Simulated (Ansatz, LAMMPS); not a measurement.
# Glassy 21Sc2O3-79SiO2 (mol %) (116 atoms): where an added charge goes: runs compared

Does an extra electron or hole in glassy 21Sc2O3-79SiO2 (mol %) (116 atoms) stay spread out, or do the atoms trap it?

Computed with Ansatz 0.2.0: Kohn-Sham DFT, PBE, PAW (set soft_2), plane waves.

## (1) The cell as built

The cell holds 116 atoms: 14 Sc, 27 Si and 75 O. Cell: a = 11.716 Å, b = 11.716 Å, c = 11.716 Å, α = 90.0°, β = 90.0°, γ = 90.0°. 116 atoms (14 Sc, 27 Si, 75 O) placed at random at 2.6 g/cm³, melted at 4000 K for 10 ps at fixed volume with the Morse and Coulomb pair potential with partial charges (Pedone, Malavasi, Menziani, Cormack and Segre, J. Phys. Chem. B 110, 11780 (2006)). Quenched from 4000 K to 300 K at 100 K/ps and fixed volume, held 10 ps at zero pressure.

Limits known from the start: The quench rate of 100 K/ps far exceeds what a furnace or splat quench reaches, so expect more defects and frozen-in strain than in a real sample. The network of bonds at the start is that of the classical potential that made the cell, and needn't be the one that DFT or experiment would give. Sampling is at Γ alone, for a cell whose shortest periodic width is 12 Å.

## (2) The reference run

The reference is a single point at the end of the relaxation.

The charged cells start from the geometry of this run, on a uniform background, with spin and a narrow Fermi–Dirac smearing.

Its input, with most atom lines left out:

```yaml
crystal:
  lattice:
    - [11.71577, 0.0, 0.0]
    - [0.0, 11.71577, 0.0]
    - [0.0, 0.0, 11.71577]
  atoms:
    - { symbol: Sc, position: [0.12071, 0.41776, 0.57846] }
    - { symbol: Sc, position: [0.41004, 0.75275, 0.76097] }
    - { symbol: Sc, position: [0.11285, 0.64583, 0.44335] }
    - { symbol: Sc, position: [0.60799, 0.18097, 0.78868] }
    - { symbol: Sc, position: [0.21825, 0.78534, 0.23529] }
    - { symbol: Sc, position: [0.42058, 0.27932, 0.60441] }
    - { symbol: Sc, position: [0.71377, 0.97751, 0.02398] }
    [... atom lines 8 to 116 left out ...]
kpoints:
  mp_grid: { grid: [1, 1, 1] }
hamiltonian:
  xc: pbe
scf:
  occupations: { method: fixed }
output:
  forces: true
  stress: true
  populations: true
  dos:
    method: { smearing: { sigma: 0.1 } }
    de: 0.1
    projected: { site_lists: { O: [O], Sc: [Sc], Si: [Si] } }
  eigenvalues: true
  write_density: true
  write_potential: true
  volumetric_format: npy
```

| Property | Result |
| --- | --- |
| free energy per atom | -773.9382 eV/atom |
| r.m.s. force component | 0.00622 eV/Å |
| pressure | 0.07639 GPa |

Filled and empty levels are parted by 3.62 eV (at Γ alone); a semilocal functional tends to put such gaps too low. In a disordered cell it changes from sample to sample, and tail or defect levels can set it.

## (3) The runs

Each row is one run, on 4 threads of Intel Xeon at 2.80GHz (Skylake/Cascade Lake), shared host. The free energy is the program's total, comparable only between runs with the same functional, potentials and atoms; between charge states it hangs on the program's zero of potential.

```csv
run,atoms,outcome,"ionic steps, all passes",free energy (eV),time,host memory (GiB)
Single point at the start,116,converged,-,-89768.275,55 s,2.1
Relaxation,116,converged,17,-89776.828,5.8 min,2.1
Single point at the relaxed geometry,116,converged,-,-89776.828,39 s,2.4
"An extra electron, atoms held",116,converged,-,-89769.311,2.8 min,4.0
"An extra electron, atoms relaxed",116,converged,19,-89769.540,18 min,3.9
"An extra electron, levels at the relaxed geometry",116,converged,-,-89769.540,1.7 min,4.0
Neutral at the geometry of the electron,116,converged,-,-89776.083,38 s,2.4
"An extra hole, atoms held",116,converged,-,-89780.318,2.9 min,4.0
"An extra hole, atoms relaxed",116,converged,16,-89780.552,15 min,3.9
"An extra hole, levels at the relaxed geometry",116,converged,-,-89780.552,2 min,3.9
Neutral at the geometry of the hole,116,converged,-,-89775.710,47 s,2.4
```

Local excerpt of 9 atoms (numbers count through the whole input) about Sc14, which holds the most spin of the extra electron after relaxation; x, y, z are measured from there.

```csv
atom,x,y,z,distance (Å),Löwdin charge (e),moment (μB)
Sc14,0.00,0.00,0.00,0.00,1.13,0.15
O57,0.97,-0.81,1.65,2.08,-0.77,0.00
O72,1.25,-0.76,-1.48,2.08,-0.71,0.00
O53,-1.15,-1.76,0.37,2.14,-0.80,0.00
O51,-1.52,0.48,-1.49,2.18,-0.76,0.01
O54,-1.42,1.17,1.37,2.30,-0.78,0.01
O106,1.73,1.58,0.16,2.35,-0.71,0.00
Sc13,-2.08,2.04,-0.33,2.94,1.14,0.12
Sc2,0.84,-2.79,0.88,3.04,1.28,0.00
```

Local excerpt of 8 atoms (numbers count through the whole input) about O84, which holds the most spin of the extra hole after relaxation; x, y, z are measured from there.

```csv
atom,x,y,z,distance (Å),Löwdin charge (e),moment (μB)
O84,0.00,0.00,0.00,0.00,-0.59,0.34
Si35,1.19,-0.89,-0.69,1.64,1.79,0.00
Sc2,-2.01,0.19,-0.28,2.04,1.33,-0.01
O49,-1.70,-1.28,1.01,2.35,-0.59,0.32
O91,1.88,0.11,-1.77,2.58,-0.77,0.04
O116,2.18,-1.44,0.47,2.65,-0.78,0.01
O45,0.63,-2.19,-1.48,2.72,-0.79,0.00
O57,-1.71,2.13,0.46,2.77,-0.75,0.00
```

## (4) Energies and spread of the extra charge

Energies are differences within one cell and functional; the shift is the gain plus the neutral cell's energy at the new geometry, that is how much cheaper the vertical process becomes there. The spread is the participation number of the site moments (1/Σw², over the spin inside atomic spheres), with the atom that holds the largest share and the spin that the spheres hold in all.

```csv
carrier,"charged less neutral, atoms held (eV)",gain on relaxing (eV),"neutral cell at that geometry, less the reference (eV)",shift of the vertical energy (eV),"spread, atoms held","spread, relaxed"
electron,7.516,0.228,0.745,0.973,10; Sc7 20 % of 0.54 μB,5; Sc14 32 % of 0.48 μB
hole,-3.490,0.235,1.117,1.352,22; O84 9 % of 0.79 μB,3; O84 41 % of 0.81 μB
```

## (5) What came out

The extra electron gains 0.23 eV as the atoms relax, and its spin goes from about 10 to 5 atoms: a partial localisation as the atoms move, with the largest share on Sc14. The Sc14–O53 distance goes from 2.04 to 2.14 Å. The extra hole gains 0.23 eV as the atoms relax, and its spin goes from about 22 to 3 atoms: the atoms trap it, with the largest share on O84. The O84–O49 distance goes from 2.83 to 2.35 Å. Adding the two vertical energies gives 4.03 eV, against a gap of 3.62 eV in the neutral cell. The zero of the potential cancels in this sum; the excess isn't taken apart here: charging of a small cell, filling of bands on a coarse mesh and the attraction to the background can all enter.

Caveats: Single energies of charged cells hang on the program's zero of potential. In the spin-polarised runs the search for a state of lower energy was switched off. No distortion was seeded, so a trapped state behind a barrier can't be found. Local and semilocal functionals favour spread-out charges, so trapping can be missed. Charged cells carry a uniform background, with no correction for images.

The DFT runs together took 51 min of wall time.

[Logs are printed without paths, hosts, clocks, repeated set-up lines and the standing remarks that a program may print on its own settings, such as how far it seeks lower states.]

[Hosts, paths, dates, database ids (printed as entryN), source tags and the programs' standing remarks are cut or masked in the printed files.]
